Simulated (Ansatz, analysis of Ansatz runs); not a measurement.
# A defect in a sheet: Se_In in monolayer InSe, part 2 of 3

We look for the structure, spin, formation energy and gap states of neutral Se_In in monolayer InSe. Model: a cell of 36 host atoms with 1 In taken out and 1 Se put in.

Ansatz 0.2.0; plane-wave PAW DFT, PBEsol and LDA; supercells relaxed in a periodic cell with vacuum, the primitive cell and the final single points with the Coulomb interaction cut along the normal.

So far, gap on the k-mesh (eV): step 4 (band edges against the vacuum level) 1.65.

## Step 5: Relaxing the neutral defect

Level of this step: plane-wave PAW DFT, PBEsol, fully periodic cell with vacuum; relaxation of a defect in a monolayer at fixed charge, a uniform background where charged; PAW set soft_1 (Ansatz).

Atoms start from random displacements, so no symmetry is imposed. The relaxation runs in a plain periodic cell, 19 Å high against 38 Å with the cut-off, with 14 Å between the perfect sheet and its image; that is cheaper, but a defect with a dipole feels the field of its images there. Several total moments are run in turn (0 without spin polarisation, the others held), because an open shell can settle in more than one spin state.

q0_M1.relax/input.yaml

```yaml
crystal:
  lattice:
    - [11.98819588, 8.6e-07, 0.0]
    - [-5.99409868, 10.38208175, 0.0]
    - [0.0, 0.0, 19.0]
  atoms:
    - { symbol: In, position: [0.0, 0.0, 0.57298239] }
    - { symbol: In, position: [0.0, 0.0, 0.42701761] }
    - { symbol: Se, position: [0.22222222, 0.11111111, 0.64051539] }
    - { symbol: Se, position: [0.22222222, 0.11111111, 0.35948461] }
    - { symbol: In, position: [0.0, 0.33333333, 0.57298239] }
    - { symbol: In, position: [0.0, 0.33333333, 0.42701761] }
    - { symbol: Se, position: [0.22222222, 0.44444444, 0.64051539] }
    - { symbol: Se, position: [0.22222222, 0.44444444, 0.35948461] }
    - { symbol: In, position: [0.0, 0.66666667, 0.57298239] }
    - { symbol: In, position: [0.0, 0.66666667, 0.42701761] }
    - { symbol: Se, position: [0.22222222, 0.77777778, 0.64051539] }
    - { symbol: Se, position: [0.22222222, 0.77777778, 0.35948461] }
    - { symbol: In, position: [0.33333333, 0.0, 0.57298239] }
    - { symbol: In, position: [0.33333333, 0.0, 0.42701761] }
    - { symbol: Se, position: [0.55555556, 0.11111111, 0.64051539] }
    - { symbol: Se, position: [0.55555556, 0.11111111, 0.35948461] }
    - { symbol: In, position: [0.33333333, 0.33333333, 0.57298239] }
    - { symbol: Se, position: [0.33333333, 0.33333333, 0.42701761] }
    - { symbol: Se, position: [0.55555556, 0.44444444, 0.64051539] }
    - { symbol: Se, position: [0.55555556, 0.44444444, 0.35948461] }
    - { symbol: In, position: [0.33333333, 0.66666667, 0.57298239] }
    - { symbol: In, position: [0.33333333, 0.66666667, 0.42701761] }
    - { symbol: Se, position: [0.55555556, 0.77777778, 0.64051539] }
    - { symbol: Se, position: [0.55555556, 0.77777778, 0.35948461] }
    - { symbol: In, position: [0.66666667, 0.0, 0.57298239] }
    - { symbol: In, position: [0.66666667, 0.0, 0.42701761] }
    - { symbol: Se, position: [0.88888889, 0.11111111, 0.64051539] }
    - { symbol: Se, position: [0.88888889, 0.11111111, 0.35948461] }
    - { symbol: In, position: [0.66666667, 0.33333333, 0.57298239] }
    - { symbol: In, position: [0.66666667, 0.33333333, 0.42701761] }
    - { symbol: Se, position: [0.88888889, 0.44444444, 0.64051539] }
    - { symbol: Se, position: [0.88888889, 0.44444444, 0.35948461] }
    - { symbol: In, position: [0.66666667, 0.66666667, 0.57298239] }
    - { symbol: In, position: [0.66666667, 0.66666667, 0.42701761] }
    - { symbol: Se, position: [0.88888889, 0.77777778, 0.64051539] }
    - { symbol: Se, position: [0.88888889, 0.77777778, 0.35948461] }
basis:
  ecutwfc: 420
  xc_grid: 2
hamiltonian:
  xc: pbesol
  pseudopotentials: { kind: paw, azcp: { folder: soft_1 }, xc_functional: pbe }
kpoints:
  mp_grid: { grid: [2, 2, 1] }
magnetization:
  spin_polarized: true
  initial_magnetization: 1
  spin_locking: { lock_magnetization: hard }
scf:
  occupations: { method: fixed }
  max_iter: 60
output:
  forces: true
relax:
  f_tol: 0.03
  max_steps: 80
  random_displacement: { amplitude: 0.05, seed: 796 }
```

The run is started by

```
$ ansatz run input.yaml --threads 32 --pin off --max-ram 84787MiB --backend cuda --events-out ev --progress --plain --runs-dir out --max-vram 78GiB
```

Numbers of over 12 decimals in the logs are rounded to 6 here.

The program printed:

```text
[... repeated set-up lines and file paths are left out, and long positions are rounded to six places ...]
[...]
Crystal: 36 atoms, lattice volume = 2364.786 Å³
Basis set: ecut = 420 eV, 46077 PW (Γ), exchange–correlation on 162×162×256 points (8 copies of the dense FFT grid, shifted against one another)
Bands: 316, of which v1, the nominal top of the filled ones, is band 263 counted from 1 (262 counted from 0)
Symmetry: 1 space group operations
k-points: 4
[...]
Starting moments: Σ|m| = 1 μB on 36 of 36 sites
[...]
iter 1 solved again at ethr=2.94e-3 eV; its pass at ethr=3.10e-3 eV (dr2=1.55e1 eV) is discarded
SCF iter   1: F=—  HF=-197010.836111 eV  |F-HF|=—  |Δ(HF+E_count)|=         —  Δρ=9.80e-3 (↑9.80e-3 ↓9.55e-3)  dr2=1.55e1  dr2_m=8.50e-2  M=1.000 μB ∫|m|=1.014 μB  β_m=0.30  ethr=2.94e-3  ⟨swp⟩=1.0  Hψ=10834  notcnv=0  defer=396
[...]
spin=Collinear: Resta preconditioning applied to the charge; magnetization (m = ρ↑ − ρ↓) channel mixes plain (no charge-response kernel on spin).
SCF iter   2: F=—  HF=-197007.615736 eV  |F-HF|=—  |Δ(HF+E_count)|=    3.22e0  Δρ=6.13e-3 (↑6.13e-3 ↓6.01e-3)  dr2=3.83e0  dr2_m=4.10e-2  M=1.000 μB ∫|m|=1.016 μB  β_m=0.43  ethr=2.94e-3  ⟨swp⟩=2.4  Hψ=2605  notcnv=0  defer=409
[...]
SCF iter  13: F=-197006.818903 eV  HF=-197006.818903 eV  |F-HF|=1.01e-7  |Δ(HF+E_count)|=   4.57e-7  Δρ=2.06e-6 (↑2.06e-6 ↓2.00e-6)  dr2=4.94e-7  dr2_m=3.63e-8  M=1.000 μB ∫|m|=1.055 μB  ethr=1.26e-9  ⟨swp⟩=3.0  Hψ=6020  notcnv=0
SCF 1 converged in 13 iterations: F = -197006.818903 eV  dr2 = 4.94e-7
[...]
relax step   1: F+E_penalty+E_count = -197006.81890306 eV  Δ(F+E_penalty+E_count) = +0.000e0 eV  max|allowed force component| = 9.468e-1 eV/Å  Δτ_max = 0.0000 Å  (13 SCF iters, dr2 threshold 2.25e-5 eV, accepted)
[...]
relax step   2: F+E_penalty+E_count = -197007.07007167 eV  Δ(F+E_penalty+E_count) = -2.512e-1 eV  max|allowed force component| = 9.457e-1 eV/Å  Δτ_max = 0.1910 Å  (11 SCF iters, dr2 threshold 5.60e-5 eV, accepted)
relax step   3: F+E_penalty+E_count = -197007.41586810 eV  Δ(F+E_penalty+E_count) = -3.458e-1 eV  max|allowed force component| = 3.031e-1 eV/Å  Δτ_max = 0.1972 Å  (10 SCF iters, dr2 threshold 5.59e-5 eV, accepted)
relax step   4: F+E_penalty+E_count = -197007.47306713 eV  Δ(F+E_penalty+E_count) = -5.720e-2 eV  max|allowed force component| = 8.951e-2 eV/Å  Δτ_max = 0.1269 Å  (9 SCF iters, dr2 threshold 9.44e-6 eV, accepted)
relax step   5: F+E_penalty+E_count = -197007.48215625 eV  Δ(F+E_penalty+E_count) = -9.089e-3 eV  max|allowed force component| = 4.003e-2 eV/Å  Δτ_max = 0.0336 Å  (10 SCF iters, accepted)
relax step   6: F+E_penalty+E_count = -197007.48499013 eV  Δ(F+E_penalty+E_count) = -2.834e-3 eV  max|allowed force component| = 3.671e-2 eV/Å  Δτ_max = 0.0327 Å  (10 SCF iters, accepted)
[...]
relax step   7: F+E_penalty+E_count = -197007.48542617 eV  Δ(F+E_penalty+E_count) = -4.360e-4 eV  max|allowed force component| = 2.112e-2 eV/Å  Δτ_max = 0.0135 Å  (9 SCF iters, accepted)
[...]
SCF converged after 9 iterations
[...]
--- Relaxed structure (7 steps of the walk, 7 accepted, 0 SCFs on fresh bases) ---
  F+E_penalty+E_count = -197007.48542617 eV   max|allowed force component| = 2.112e-2 eV/Å
  atoms:
    - { symbol: In, position: [-0.002086, -0.001374, 0.570220] }
    - { symbol: In, position: [0.003446, 0.000833, 0.424578] }
    - { symbol: Se, position: [0.225776, 0.117637, 0.632531] }
    - { symbol: Se, position: [0.220292, 0.106845, 0.356939] }
    - { symbol: In, position: [-0.006692, 0.328612, 0.577036] }
    - { symbol: In, position: [-0.015705, 0.322937, 0.432150] }
    - { symbol: Se, position: [0.222862, 0.443225, 0.636686] }
    - { symbol: Se, position: [0.202981, 0.444826, 0.365061] }
    - { symbol: In, position: [-0.000418, 0.665398, 0.573202] }
    - { symbol: In, position: [-0.000606, 0.664871, 0.426687] }
    - { symbol: Se, position: [0.221323, 0.779608, 0.641376] }
    - { symbol: Se, position: [0.220276, 0.777226, 0.358282] }
    - { symbol: In, position: [0.334450, -0.001504, 0.570246] }
    - { symbol: In, position: [0.330994, 0.000753, 0.424575] }
    - { symbol: Se, position: [0.552430, 0.105434, 0.642663] }
    - { symbol: Se, position: [0.556496, 0.106952, 0.360027] }
    - { symbol: In, position: [0.337074, 0.339819, 0.565258] }
    - { symbol: Se, position: [0.354784, 0.375401, 0.423072] }
    - { symbol: Se, position: [0.554385, 0.443345, 0.636862] }
    - { symbol: Se, position: [0.575492, 0.444860, 0.365647] }
    - { symbol: In, position: [0.333611, 0.670009, 0.573774] }
    - { symbol: In, position: [0.330527, 0.669368, 0.428503] }
    - { symbol: Se, position: [0.554189, 0.774641, 0.642606] }
    - { symbol: Se, position: [0.551549, 0.769399, 0.359944] }
    - { symbol: In, position: [0.664959, -0.003897, 0.574252] }
    - { symbol: In, position: [0.662602, -0.008520, 0.427763] }
    - { symbol: Se, position: [0.886806, 0.105480, 0.642535] }
    - { symbol: Se, position: [0.884045, 0.106927, 0.359992] }
    - { symbol: In, position: [0.669257, 0.328662, 0.577274] }
    - { symbol: In, position: [0.672511, 0.322704, 0.432518] }
    - { symbol: Se, position: [0.890347, 0.446488, 0.645124] }
    - { symbol: Se, position: [0.887641, 0.441817, 0.359685] }
    - { symbol: In, position: [0.670401, 0.670146, 0.573950] }
    - { symbol: In, position: [0.672803, 0.669780, 0.428743] }
    - { symbol: Se, position: [0.892321, 0.779772, 0.641510] }
    - { symbol: Se, position: [0.890709, 0.777190, 0.358365] }
```

The job ended after 15 s (1 × NVIDIA GB200 with 32 threads of Arm Neoverse V2, shared host; peak memory 2 GiB; 77 s of CPU time).

In the next tables energies count from the displaced start, and moves from the positions in the input.

Step by step:

```
step  energy less that of the first step (eV)  largest force component (eV/Å)
   1                                   0.0000                          0.9468
   2                                  -0.2512                          0.9457
   3                                  -0.5970                          0.3031
   4                                  -0.6542                          0.0895
   5                                  -0.6633                          0.0400
   6                                  -0.6661                          0.0367
   7                                  -0.6665                          0.0211
```

The atoms that moved most (Å, from the sites as typed, ahead of the random displacement, the mean shift of all atoms taken out):

```
atom      dx      dy      dz  length
Se18   0.002   0.441  -0.080   0.448
Se20   0.233   0.008   0.112   0.259
 Se8  -0.236   0.008   0.101   0.257
In30   0.131  -0.106   0.099   0.196
 In6  -0.129  -0.104   0.092   0.190
 Se3   0.001   0.072  -0.157   0.173
In17   0.003   0.071  -0.152   0.168
In29   0.056  -0.044   0.076   0.105
```

The relaxed structure:

```xyz
36
Lattice="11.9882 0.0000 0.0000 -5.9941 10.3821 0.0000 0.0000 0.0000 19.0000" Properties=species:S:1:pos:R:3
In   -0.0168   -0.0142   10.8342
In    0.0364    0.0086    8.0670
Se    2.0015    1.2213   12.0181
Se    2.0005    1.1092    6.7819
In   -2.0499    3.4117   10.9638
In   -2.1241    3.3528    8.2108
Se    0.0150    4.6015   12.0971
Se   -0.2330    4.6183    6.9361
In   -3.9935    6.9082   10.8908
In   -3.9926    6.9027    8.1071
Se   -2.0198    8.0940   12.1862
Se   -2.0180    8.0693    6.8073
In    4.0184   -0.0156   10.8348
In    3.9635    0.0078    8.0668
Se    5.9907    1.0946   12.2105
Se    6.0304    1.1104    6.8406
In    2.0039    3.5280   10.7399
Se    2.0030    3.8974    8.0383
Se    3.9886    4.6028   12.1003
Se    4.2326    4.6186    6.9473
In   -0.0167    6.9561   10.9016
In   -0.0498    6.9495    8.1415
Se    2.0005    8.0424   12.2096
Se    2.0002    7.9880    6.8389
In    7.9950   -0.0405   10.9108
In    7.9944   -0.0885    8.1274
Se    9.9990    1.0951   12.2081
Se    9.9571    1.1102    6.8398
In    6.0532    3.4122   10.9681
In    6.1279    3.3503    8.2179
Se    7.9974    4.6355   12.2573
Se    7.9929    4.5870    6.8341
In    4.0199    6.9576   10.9050
In    4.0509    6.9537    8.1461
Se    6.0233    8.0956   12.1887
Se    6.0195    8.0689    6.8088
```

Neighbours of the ideal centre at the end:

```
atom  distance (Å)
Se18         0.443
In17         2.627
 Se4         2.702
Se20         2.774
 Se8         2.775
 In2         3.971
In14         3.973
In22         4.045
In34         4.052
```

All neutral relaxations:

| moment (μB) | filling | outcome | structures computed | largest displacement from the input (Å) | added thickness (Å) | time |
| --- | --- | --- | --- | --- | --- | --- |
| 1 | fixed | converged | 7 | 0.45 | 0.14 | 15 s |
| 3 | smeared | converged | 6 | 0.50 | 0.08 | 11 s |

With the common shift of the atoms taken out, the largest displacement is 0.45 Å, and the sheet with its defect is 0.14 Å thicker than the perfect one.

## Step 6: Energies and states on the vacuum scale

Single points with the cut-off give energies without the images along the normal, and levels against the vacuum; the images in the plane remain.

The cell differs from the one that the last finished run ended in (c 19.000 → 38.000 Å).

q0_M1.point.pbesol/input.yaml

```yaml
crystal:
  lattice:
    - [11.98819588, 8.6e-07, 0.0]
    - [-5.99409868, 10.38208175, 0.0]
    - [0.0, 0.0, 38.0]
  atoms:
    - { symbol: In, position: [-0.0020862, -0.00137423, 0.53511005] }
    - { symbol: In, position: [0.00344645, 0.00083305, 0.46228878] }
[... 1 atom line left out ...]
    - { symbol: Se, position: [0.22029198, 0.10684474, 0.42846968] }
[... 3 atom lines left out ...]
    - { symbol: Se, position: [0.20298053, 0.44482624, 0.4325306] }
[... 8 atom lines left out ...]
    - { symbol: In, position: [0.33707381, 0.33981856, 0.53262895] }
    - { symbol: Se, position: [0.35478392, 0.37540089, 0.46153617] }
[... 1 atom line left out ...]
    - { symbol: Se, position: [0.57549218, 0.4448598, 0.43282373] }
[... 15 atom lines left out ...]
    - { symbol: Se, position: [0.89070933, 0.77718996, 0.42918243] }
  periodic: [true, true, false]
basis:
  ecutwfc: 420
  xc_grid: 2
hamiltonian:
  xc: pbesol
  pseudopotentials: { kind: paw, azcp: { folder: soft_1 }, xc_functional: pbe }
kpoints:
  mp_grid: { grid: [2, 2, 1] }
magnetization:
  spin_polarized: true
  initial_magnetization: 1
  spin_locking: { lock_magnetization: hard }
scf:
  occupations: { method: fixed }
  max_iter: 60
output:
  forces: true
  eigenvalues: true
  eigenstates: { localisation: true }
  populations: true
  band_densities: [{ bands: [v1, v1] }, { bands: [c1, c1] }]
  dos: { e_range: [-4, 4], de: 0.05, method: smearing }
  write_density: true
  write_potential: true
  volumetric_format: npy
checkpoint:
  write: "../q0_M1.point.pbesol.run"
  compress: false
  write_wavefunctions: false
  write_every: 100000
```

The program printed:

```text
[...]
Crystal: 36 atoms, lattice volume = 4729.573 Å³
Basis set: ecut = 420 eV, 92257 PW (Γ), exchange–correlation on 162×162×512 points (8 copies of the dense FFT grid, shifted against one another)
Bands: 316, of which v1, the nominal top of the filled ones, is band 263 counted from 1 (262 counted from 0)
[...]
k-points: 4
[...]
SCF iter   2: F=—  HF=-197008.105017 eV  |F-HF|=—  |Δ(HF+E_count)|=    3.45e0  Δρ=4.23e-3 (↑4.23e-3 ↓4.07e-3)  dr2=3.57e0  dr2_m=5.53e-2  M=1.000 μB ∫|m|=1.035 μB  β_m=0.38  ethr=2.96e-3  ⟨swp⟩=3.0  H [...]
[...]
SCF iter   6: F=—  HF=-197007.484095 eV  |F-HF|=—  |Δ(HF+E_count)|=   2.00e-2  Δρ=3.04e-4 (↑2.70e-4 ↓3.04e-4)  dr2=3.87e-2  dr2_m=3.95e-4  M=1.000 μB ∫|m|=1.070 μB  β_m=0.33  ethr=6.65e-5  ⟨swp⟩=3.5   [...]
[...]
SCF iter  16: F=—  HF=-197007.485287 eV  |F-HF|=—  |Δ(HF+E_count)|=   1.17e-8  Δρ=3.97e-7 (↑3.06e-7 ↓3.97e-7)  dr2=1.65e-8  dr2_m=3.93e-9  M=1.000 μB ∫|m|=1.083 μB  β_m=0.41  ethr=1.49e-11  ⟨swp⟩=10.0 [...]
[...]
SCF 1 converged in 18 iterations: F = -197007.485287 eV  dr2 = 4.87e-10
[...]
SCF converged after 18 iterations
[...]
--- Löwdin populations: 36 sites ---
[...]
spilling = 0.002193 (of n_electrons = 525.000000)
--- Band densities, each state counted as filled ---
[...]
```

Elapsed: 16 s, on 1 × NVIDIA GB200 with 32 threads; peak memory 6.8 GiB.

With the cut-off the largest force on the relaxed structure is 0.021 eV/Å, so the structure stays at rest.

(Continued in part 3 of 3.)

[Logs are printed without paths, hosts, clocks, repeated set-up lines and the standing remarks that a program may print on its own settings, such as how far it seeks lower states.]

[Hosts, paths, dates, database ids (printed as entryN), source tags and the programs' standing remarks are cut or masked in the printed files.]

[Maps of the electrostatic potential energy from Ansatz leave out the sawtooth potential of an applied field or a dipole correction, so their vacuum need not be flat.]
